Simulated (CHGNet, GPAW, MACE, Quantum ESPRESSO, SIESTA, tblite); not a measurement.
## Random packing of P45S55 (at. %) (78 atoms) in GPAW

Aim: run random packing of P45S55 (at. %) (78 atoms) in GPAW and see how near its forces come to a plane-wave reference, and at what cost.

Method: the method is named at each step, in GPAW 26.7.0.

## Step 1: Starting point

The cell holds 78 atoms: 35 P and 43 S. Cell: a = 12.566 Å, b = 12.566 Å, c = 12.566 Å, α = 90.0°, β = 90.0°, γ = 90.0°. 78 atoms (35 P, 43 S) packed at random in a cube at 2.06 g/cm³ and pushed apart as soft spheres; a start for melting by ab initio MD, not an equilibrated structure. Then every atom was moved at random, 0.02 Å r.m.s. a Cartesian component.

The yardstick, on the same geometry:

| Property | Result |
| --- | --- |
| method | Kohn-Sham DFT, PBE, SSSP efficiency 1.3.0 pseudopotentials, plane waves (Quantum ESPRESSO 7.5); sssp-pbe-1.3.0-efficiency, cutoffs 45/360 Ry, Γ point |
| r.m.s. force component | 0.9011 eV/Å |
| longest force | 2.535 eV/Å |
| pressure | -9.756 GPa |
| time | 9.5 min on 4 MPI ranks of Arm Neoverse V2, shared host |
| CPU time | 38 min |

## Step 2: PBE, LCAO dzp, h 0.2 Å

Method: Kohn-Sham DFT, PBE, PAW, atomic orbitals (dzp).

run.py

```python
import numpy as np
from ase.io import read
from gpaw import GPAW, FermiDirac

atoms = read("structure.xyz")
atoms.calc = GPAW(
    mode="lcao",
    basis="dzp",
    h=0.2,
    xc="PBE",
    kpts={"size": (1, 1, 1), "gamma": True},
    occupations=FermiDirac(0.05),
    maxiter=200,
    symmetry={"point_group": False},
    txt="gpaw.txt",
)
energy = atoms.get_potential_energy(force_consistent=True)
forces = atoms.get_forces()
print(f"energy {energy:.6f} eV")
print("forces (eV/A)")
for i, (a, f) in enumerate(zip(atoms, forces)):
    print(f"{i:4d} {a.symbol:2s} {f[0]:10.5f} {f[1]:10.5f} {f[2]:10.5f}")
print(f"Fermi level {atoms.calc.get_fermi_level():.4f} eV")
for k in range(len(atoms.calc.get_ibz_k_points())):
    for s in range(atoms.calc.get_number_of_spins()):
        e = atoms.calc.get_eigenvalues(kpt=k, spin=s)
        n = np.searchsorted(e, atoms.calc.get_fermi_level())
        print(f"k {k} spin {s} levels about the Fermi level:", np.round(e[max(n - 6, 0):n], 4).tolist(), "|", np.round(e[n:n + 6], 4).tolist())
```

structure.xyz

```xyz
78
Lattice="12.56590 0.00000 0.00000 0.00000 12.56590 0.00000 0.00000 0.00000 12.56590" Properties=species:S:1:pos:R:3 pbc="T T T"
P 9.03878 5.12136 11.75465
P 11.87804 5.99632 10.71080
P 2.59561 1.61183 9.07911
P 1.82218 10.70929 6.75631
P 4.98502 10.30341 7.12122
P 1.78473 10.04405 1.52449
P 7.22489 3.25369 11.98875
P 12.07621 2.07513 7.97646
P 9.64847 1.05528 7.53074
P 5.07926 6.71434 8.91023
P 0.68132 0.17102 0.15230
P 3.60289 8.21056 2.03970
P 1.37031 4.34428 9.14370
P 2.45977 6.89189 10.33080
P 8.13805 5.70253 8.81020
P 12.02557 7.22250 4.68444
P 6.55839 6.43575 0.99836
P 10.40142 1.62238 0.15795
P 4.55036 7.69762 11.48976
P 2.28159 0.29743 3.07563
P 2.45802 0.93201 6.20718
P 4.61332 4.48263 0.30120
P 8.02609 11.24296 2.61898
P 4.60616 0.52551 7.45258
P 10.11178 1.91919 9.62762
P 12.22989 12.29900 3.78611
P 6.58981 3.52499 6.63517
P 2.13470 8.55738 5.17929
P 11.03877 9.44893 4.77291
P 7.21496 2.51695 2.36566
P 7.58918 8.21533 12.26733
P 1.76425 7.42695 7.52057
P 5.00186 6.67413 5.68569
P 9.60399 11.24573 5.25343
P 11.25905 11.84713 7.33120
S 11.59606 3.58782 11.92893
S 0.61661 7.94944 12.06377
S 0.56936 2.47259 1.46631
S 4.83863 1.04108 2.37533
S 8.58000 0.20520 10.45558
S 0.87145 2.73698 4.22767
S 7.29161 5.91565 6.34993
S 11.11353 2.81325 4.84353
S 5.10213 0.27607 4.70404
S 8.99543 10.11743 8.19749
S 11.81458 9.69509 9.01955
S 10.30680 4.97786 7.34979
S 6.93072 8.74926 5.00688
S 11.91122 6.88611 2.14575
S 4.02461 4.20028 7.90106
S 5.39844 9.87579 0.41744
S 3.93024 4.83624 3.19551
S 11.18302 7.29400 7.20705
S 6.95560 11.29700 5.49331
S 2.47837 6.15201 1.89645
S 1.22681 4.78384 0.01646
[... 18 atom lines left out ...]
S 9.16142 1.47599 3.54308
S 1.96933 3.47812 6.94894
S 5.51593 9.93787 2.90448
S 5.23093 10.47770 9.64584
```

Command:

```bash
> OMP_NUM_THREADS=1 python run.py > output.txt
```

What it wrote:

```text
energy -268.946417 eV
forces (eV/A)
   0 P    -0.48422   -0.56334    0.50684
   1 P     1.17823   -0.21380    0.54453
   2 P     0.67160   -1.35426    0.97074
   3 P     0.94276   -0.92512   -0.72655
   4 P    -0.32478    1.36865    1.91476
   5 P     0.81041   -0.73570    0.77763
   6 P    -0.11531    0.64210   -0.39201
   7 P    -1.65415   -0.82223    0.13744
   8 P     1.24807    1.05426    0.29349
   9 P     0.89280    0.84138    0.42876
  10 P    -0.67163    1.88947    1.07152
  11 P    -0.81053   -0.30795   -0.92030
  12 P    -0.67281    0.78547    0.62190
  13 P     0.30759    0.59184    0.72138
  14 P    -0.25048    0.81899   -0.86557
  15 P     0.51324   -0.34805    0.04662
  16 P    -0.71959   -0.07070   -1.16741
  17 P     1.45064    0.79839   -0.57727
  18 P    -0.86986   -1.02688   -0.97369
  19 P    -0.87503   -0.87144    0.51237
  20 P     1.07010   -0.70722    0.59760
  21 P     1.74441    0.72389    0.46156
  22 P    -0.16959   -0.08388    1.53474
  23 P    -1.24810   -0.49721   -1.29321
[...]
70 S    -0.44326    0.10357   -1.17416
  71 S    -0.45560    0.16424    0.06606
  72 S    -1.50368    0.72963   -1.14182
  73 S     0.38986    0.58029   -0.00324
  74 S    -1.25118   -0.22620   -1.13747
  75 S     0.71024    0.18763    0.94086
  76 S     1.37935    0.30428   -1.32864
  77 S    -0.43793   -0.21102   -2.35512
Fermi level 3.0746 eV
k 0 spin 0 levels about the Fermi level: [2.9353, 2.9464, 2.9688, 3.023, 3.0523, 3.0649] | [3.1127, 3.1262, 3.1603, 3.2088, 3.2241, 3.2414]
```

gpaw.txt:

```text
Input parameters:
  mode=LCAO(),
  basis={'default': 'dzp'},
  h=0.2,
  kpts=MonkhorstPack(size=(1, 1, 1), gamma=True),
  maxiter=200,
  occupations=Occupations(name='fermi-dirac', width=0.05, fixmagmom=False),
  symmetry=Symmetry(point_group=False),
  xc=XC(name='PBE')
Unit cell  # Å
| periodic |         x |         y |         z |   lengths |    angles |
|----------|-----------|-----------|-----------|-----------|-----------|
|      yes | 12.565900 |  0.000000 |  0.000000 | 12.565900 | 90.000000 |
|      yes |  0.000000 | 12.565900 |  0.000000 | 12.565900 | 90.000000 |
|      yes |  0.000000 |  0.000000 | 12.565900 | 12.565900 | 90.000000 |
Number of symmetries: 1
Symmetry operations  # r_c * U_cc + t_c -> r_c
|   | kind |            matrix            |
|---|------|------------------------------|
| 0 |  E   |  1, 0, 0,  0, 1, 0,  0, 0, 1 |
BZ-sampling:
  Number of BZ points: 1
  Number of IBZ points: 1
  Monkhorst-Pack size: [1, 1, 1]
  Monkhorst-Pack shift: [0, 0, 0]
[... lines left out ...]
  Fermi-Dirac:
[... lines left out ...]
xc functional:
  name: PBE with 2 nearest neighbor stencil
interpolation: tri-quintic # 5. degree polynomial
Initialization done in: 8.580 s
convergence criteria:
- Maximum [total energy] change in last 3 cyles: 0.0005 eV / valence electron
- Maximum integral of absolute [dens]ity change: 0.0001 electrons / valence electron
- Maximum integral of absolute [eigenst]ate change: 4e-08 eV^2 / valence electron
maximum number of iterations: 200
SCF iterations
|iter     |      energy | eigst |  dens |
|---------|-------------|-------|-------|
|iter:   1| -277.339679 |      c|       |
|iter:   2| -273.814154 |      c| -1.07 |
|iter:   3| -276.134430 |      c| -1.15 |
|iter:   4| -273.060617 |      c| -1.15 |
|iter:   5| -275.244904 |      c| -1.26 |
|iter:   6| -270.830902 |      c| -1.22 |
|iter:   7| -268.941183 |      c| -1.45 |
|iter:   8| -268.763995 |      c| -1.83 |
|iter:   9| -268.790115c|      c| -2.02 |
|iter:  10| -268.746582c|      c| -2.04 |
|iter:  11| -268.729864c|      c| -2.13 |
[...]
|iter:  23| -268.667199c|      c| -3.89 |
|iter:  24| -268.667340c|      c| -3.93 |
|iter:  25| -268.667272c|      c| -4.19c|
Converged in 25 steps
SCF loop duration: 140.998 s (5.640 s/step)
Energy contributions relative to reference atoms: (reference = -792479.633649)
Energy contributions:
  Kinetic:        -123.401284
  Coulomb:          33.959110
  Zero:              1.354789
  External:          0.000000
  Xc:             -180.300742
  Entropy:          -0.558290
  Spinorbit:         0.000000
  ----------------------------
  Free energy:    -268.946417
  Extrapolated:   -268.667272
dipole moment: (14.827864, -104.248534, -62.842383)  # |e|*Ang
Fermi level: 3.075
Eigenvalues  # (at kpt = [0.000, 0.000, 0.000])
| band index |      eig [eV] | occ [0-2] |
|------------|---------------|-----------|
|          0 |       -12.230 |     2.000 |
|        ... |               |           |
|        209 |         2.879 |     1.961 |
|        210 |         2.915 |     1.922 |
[...]
|        224 |         3.309 |     0.018 |
|        ... |               |           |
|        263 |         4.695 |     0.000 |
Gap: 0.048 eV
Transition (v -> c):
  (s=0, k=0, n=216, [0.00, 0.00, 0.00]) -> (s=0, k=0, n=217, [0.00, 0.00, 0.00])
No difference between direct/indirect transitions
Force computation time: 9.596  # s
timing:  # [seconds]
  Total:  159.202  # ━━━━━━━━━━━━━━━━━━━━━━━━━━━━━━━━━━━━━━━━━━━━━━━━━━━━━━━━
  Init:     8.580  # ━━━
  SCF:    140.997  # ━━━━━━━━━━━━━━━━━━━━━━━━━━━━━━━━━━━━━━━━━━━━━━━━━╸
  Forces:   9.596  # ━━━╸
```

It took 2.7 min on 1 thread of Arm Neoverse V2, shared host; peak memory 1.4 GiB.

Banners, paths, timers and routine set-up lines are dropped from the logs unmarked, and long logs keep their key lines alone; longer cuts are marked.

Compared with the plane-wave run:

```yaml
r_m_s_force_component: 0.8381 eV/Å
r_m_s_difference_of_force_components: 108.4 meV/Å
longest_difference_of_force_vectors: 323.7 meV/Å
force_difference_over_r_m_s_force: 12.03 %
slope_of_forces_against_the_reference_s: 0.9253
correlation_of_force_components: 0.9949
```

Length of the force difference by element (eV/Å):

```tsv
element	atoms	mean	most
P	35	0.16	0.31
S	43	0.18	0.32
```

The surroundings of S50, picked at random, nearest first, numbered as they follow in the input and with coordinates relative to it.

```tsv
atom	x	y	z	distance (Å)	bonds	Fx	Fy	Fz (eV/Å)
S50	0.00	0.00	0.00	0.00	0	-0.06	0.50	-0.05
S76	-2.06	-0.72	-0.95	2.38	1	0.71	0.19	0.94
S63	0.30	-1.33	2.11	2.51	1	0.27	-0.75	-0.25
P10	1.05	2.51	1.01	2.91	1	0.89	0.84	0.43
P13	-2.65	0.14	1.24	2.93	2	-0.67	0.79	0.62
P27	2.57	-0.68	-1.27	2.94	3	0.55	0.73	-0.67
S61	0.76	-1.69	-2.45	3.07	1	-0.13	-1.02	0.73
P3	-1.43	-2.59	1.18	3.18	3	0.67	-1.35	0.97
P33	0.98	2.47	-2.22	3.46	1	1.96	0.16	0.97
```

Atoms are counted from 1 here, from 0 in the log.

Forces lie 12 % from the reference's, at 0.071 times its CPU time (on 1 against 4 cores).

## Step 3: PBE, LCAO dzp, h 0.28 Å

Method: Kohn-Sham DFT, PBE, PAW, atomic orbitals (dzp).

Changes to run.py since step 2:

```diff
@@ -8,3 +8,3 @@
     basis="dzp",
-    h=0.2,
+    h=0.28,
     xc="PBE",
```

structure.xyz is that of step 2.

What it wrote:

```text
energy -252.448198 eV
forces (eV/A)
   0 P    -0.48740   -0.56205    0.49212
   1 P     1.18597   -0.20825    0.55076
   2 P     0.68724   -1.34973    0.98594
   3 P     0.93411   -0.92670   -0.70066
   4 P    -0.33054    1.35519    1.91187
   5 P     0.79794   -0.75459    0.77212
   6 P    -0.12171    0.62637   -0.40007
   7 P    -1.67065   -0.83457    0.15014
   8 P     1.25390    1.06099    0.28566
   9 P     0.90114    0.82945    0.41908
  10 P    -0.68910    1.90463    1.09633
  11 P    -0.80111   -0.28834   -0.93456
[...]
73 S     0.37321    0.61715    0.04543
  74 S    -1.22570   -0.17710   -1.10707
  75 S     0.74006    0.24772    0.92692
  76 S     1.40968    0.24828   -1.33726
  77 S    -0.47078   -0.17807   -2.43730
Fermi level 3.0777 eV
k 0 spin 0 levels about the Fermi level: [2.9382, 2.9493, 2.9716, 3.0262, 3.0553, 3.0679] | [3.1159, 3.1293, 3.1634, 3.2118, 3.2273, 3.2448]
```

gpaw.txt:

```text
Input parameters:
  mode=LCAO(),
  basis={'default': 'dzp'},
  h=0.28,
  kpts=MonkhorstPack(size=(1, 1, 1), gamma=True),
  maxiter=200,
  occupations=Occupations(name='fermi-dirac', width=0.05, fixmagmom=False),
  symmetry=Symmetry(point_group=False),
  xc=XC(name='PBE')
[... lines left out ...]
  Fermi-Dirac:
[... lines left out ...]
convergence criteria:
- Maximum [total energy] change in last 3 cyles: 0.0005 eV / valence electron
[... lines left out ...]
Converged in 25 steps
[... lines left out ...]
  Free energy:    -252.448198
[... lines left out ...]
Fermi level: 3.078
[... lines left out ...]
|          0 |       -12.226 |     2.000 |
|        ... |               |           |
|        209 |         2.881 |     1.961 |
|        210 |         2.917 |     1.922 |
[...]
|        224 |         3.312 |     0.018 |
|        ... |               |           |
|        263 |         4.699 |     0.000 |
Gap: 0.048 eV
Transition (v -> c):
  (s=0, k=0, n=216, [0.00, 0.00, 0.00]) -> (s=0, k=0, n=217, [0.00, 0.00, 0.00])
No difference between direct/indirect transitions
Force computation time: 5.081  # s
timing:  # [seconds]
  Total:  95.302  # ━━━━━━━━━━━━━━━━━━━━━━━━━━━━━━━━━━━━━━━━━━━━━━━━━━━━━━━━━
  Init:    5.337  # ━━━
  SCF:    84.853  # ━━━━━━━━━━━━━━━━━━━━━━━━━━━━━━━━━━━━━━━━━━━━━━━━━━━
  Forces:  5.081  # ━━━
```

Wall time 97 s (1 thread); peak memory 0.58 GiB.

Against the reference:

| Item | Value |
| --- | --- |
| r.m.s. force component | 0.8359 eV/Å |
| r.m.s. difference of force components | 116.2 meV/Å |
| longest difference of force vectors | 397.8 meV/Å |
| force difference over r.m.s. force | 12.9 % |
| slope of forces against the reference's | 0.9219 |
| correlation of force components | 0.9939 |
| energy less the same-level run's | 211.5 meV/atom |
| r.m.s. force difference from the same-level run | 41.94 meV/Å |

This is a coarse setting, run to see what it loses.

Against the first run (12 %), the force difference from the reference is 13 %, at 0.60 times the CPU time: the grid matters here.

The forces add up to 0.57 eV/Å instead of zero, usually a sign of too coarse a grid.

## Step 4: PBE, LCAO szp(dzp), h 0.2 Å

Method: Kohn-Sham DFT, PBE, PAW, atomic orbitals (szp(dzp)).

Changes to run.py since step 3:

```diff
@@ -7,4 +7,4 @@
     mode="lcao",
-    basis="dzp",
-    h=0.28,
+    basis="szp(dzp)",
+    h=0.2,
     xc="PBE",
```

structure.xyz is that of step 3.

What it wrote:

```text
energy -259.875213 eV
forces (eV/A)
   0 P    -0.42478   -0.49277    0.32406
   1 P     1.12403   -0.14924    0.41198
   2 P     0.37286   -1.52733    0.33473
   3 P     0.90074   -0.85669   -0.60758
   4 P    -0.38415    1.21578    1.77103
   5 P     0.60982   -0.66466    0.63364
[...]
75 S     0.53913    0.12521    0.62880
  76 S     1.38609    0.35717   -1.15983
  77 S    -0.28304   -0.33682   -2.11330
Fermi level 3.1896 eV
k 0 spin 0 levels about the Fermi level: [3.057, 3.0694, 3.0856, 3.1369, 3.1615, 3.1804] | [3.2212, 3.2472, 3.2792, 3.3181, 3.3387, 3.3682]
```

gpaw.txt:

```text
Input parameters:
  mode=LCAO(),
  basis={'default': 'szp(dzp)'},
  h=0.2,
  kpts=MonkhorstPack(size=(1, 1, 1), gamma=True),
  maxiter=200,
  occupations=Occupations(name='fermi-dirac', width=0.05, fixmagmom=False),
[... lines left out ...]
  Fermi-Dirac:
[... lines left out ...]
convergence criteria:
- Maximum [total energy] change in last 3 cyles: 0.0005 eV / valence electron
[... lines left out ...]
Converged in 24 steps
[... lines left out ...]
  Free energy:    -259.875213
[... lines left out ...]
Fermi level: 3.190
[... lines left out ...]
|        ... |               |           |
|        263 |         4.817 |     0.000 |
Gap: 0.041 eV
Transition (v -> c):
  (s=0, k=0, n=216, [0.00, 0.00, 0.00]) -> (s=0, k=0, n=217, [0.00, 0.00, 0.00])
No difference between direct/indirect transitions
Force computation time: 7.286  # s
timing:  # [seconds]
  Total:  123.663  # ━━━━━━━━━━━━━━━━━━━━━━━━━━━━━━━━━━━━━━━━━━━━━━━━━━━━━━━━
  Init:     8.220  # ━━━╸
  SCF:    108.127  # ━━━━━━━━━━━━━━━━━━━━━━━━━━━━━━━━━━━━━━━━━━━━━━━━━
  Forces:   7.287  # ━━━╸
```

Wall time 2.1 min (1 thread); peak memory 1.4 GiB.

Against the reference:

| Quantity | Value |
| --- | --- |
| r.m.s. force component | 0.7339 eV/Å |
| r.m.s. difference of force components | 296.3 meV/Å |
| longest difference of force vectors | 955.4 meV/Å |
| force difference over r.m.s. force | 32.88 % |
| slope of forces against the reference's | 0.7776 |
| correlation of force components | 0.9548 |

This is a coarse setting, run to see what it loses.

Against the first run (12 %), the force difference from the reference is 33 %, at 0.78 times the CPU time, with 702 basis functions against 1014: the smaller basis costs accuracy.

## Step 5: PBE, LCAO dzp, h 0.2 Å, other mixer settings

Method: Kohn-Sham DFT, PBE, PAW, atomic orbitals (dzp).

Changes to run.py since step 4:

```diff
@@ -2,3 +2,3 @@
 from ase.io import read
-from gpaw import GPAW, FermiDirac
+from gpaw import GPAW, FermiDirac, Mixer
 
@@ -7,3 +7,3 @@
     mode="lcao",
-    basis="szp(dzp)",
+    basis="dzp",
     h=0.2,
@@ -12,2 +12,3 @@
     occupations=FermiDirac(0.05),
+    mixer=Mixer(0.1, 5, 50),
     maxiter=200,
```

structure.xyz is that of step 4.

What it wrote:

```text
energy -268.946420 eV
forces (eV/A)
   0 P    -0.48590   -0.56279    0.50752
   1 P     1.17562   -0.21089    0.54245
   2 P     0.67001   -1.35034    0.96539
   3 P     0.94172   -0.92795   -0.72555
   4 P    -0.33062    1.36616    1.91383
   5 P     0.81126   -0.73402    0.78071
[...]
75 S     0.70785    0.19024    0.93681
  76 S     1.38397    0.30267   -1.32637
  77 S    -0.43783   -0.21397   -2.35769
Fermi level 3.0748 eV
k 0 spin 0 levels about the Fermi level: [2.9354, 2.9464, 2.969, 3.0232, 3.0525, 3.0651] | [3.1129, 3.1263, 3.1605, 3.209, 3.2241, 3.2416]
```

gpaw.txt:

```text
Input parameters:
  mode=LCAO(),
  basis={'default': 'dzp'},
  h=0.2,
  kpts=MonkhorstPack(size=(1, 1, 1), gamma=True),
  maxiter=200,
[... lines left out ...]
  occupations=Occupations(name='fermi-dirac', width=0.05, fixmagmom=False),
[... lines left out ...]
  Fermi-Dirac:
[... lines left out ...]
convergence criteria:
- Maximum [total energy] change in last 3 cyles: 0.0005 eV / valence electron
[... lines left out ...]
Converged in 37 steps
[... lines left out ...]
  Free energy:    -268.946420
[... lines left out ...]
Fermi level: 3.075
[... lines left out ...]
|        ... |               |           |
|        263 |         4.695 |     0.000 |
Gap: 0.048 eV
Transition (v -> c):
  (s=0, k=0, n=216, [0.00, 0.00, 0.00]) -> (s=0, k=0, n=217, [0.00, 0.00, 0.00])
No difference between direct/indirect transitions
Force computation time: 9.657  # s
timing:  # [seconds]
  Total:  226.364  # ━━━━━━━━━━━━━━━━━━━━━━━━━━━━━━━━━━━━━━━━━━━━━━━━━━━━━━━━
  Init:     8.390  # ━━
  SCF:    208.283  # ━━━━━━━━━━━━━━━━━━━━━━━━━━━━━━━━━━━━━━━━━━━━━━━━━━━╸
  Forces:   9.657  # ━━╸
```

It took 3.8 min on 1 thread; peak memory 1.3 GiB.

Against the reference:

```
r.m.s. force component                          : 0.8377 eV/Å
r.m.s. difference of force components           : 109.5 meV/Å
longest difference of force vectors             : 321.1 meV/Å
force difference over r.m.s. force              : 12.15 %
slope of forces against the reference's         : 0.9247
correlation of force components                 : 0.9947
energy less the same-level run's                : 0 meV/atom
r.m.s. force difference from the same-level run : 3.024 meV/Å
```

Against the first run (12 %), the force difference from the reference is 12 %, at 1.4 times the CPU time (37 SCF steps against 25): another solver or mixer reaches the same state.

[end of part 1 of 2]

[Also dropped from logs without a mark: logging warnings of Python, and SIESTA's first energy breakdown and zero terms.]

[Logs are printed without paths, hosts, clocks, repeated set-up lines and the standing remarks that a program may print on its own settings, such as how far it seeks lower states.]

[Hosts, paths, dates, database ids (printed as entryN), source tags and the programs' standing remarks are cut or masked in the printed files.]
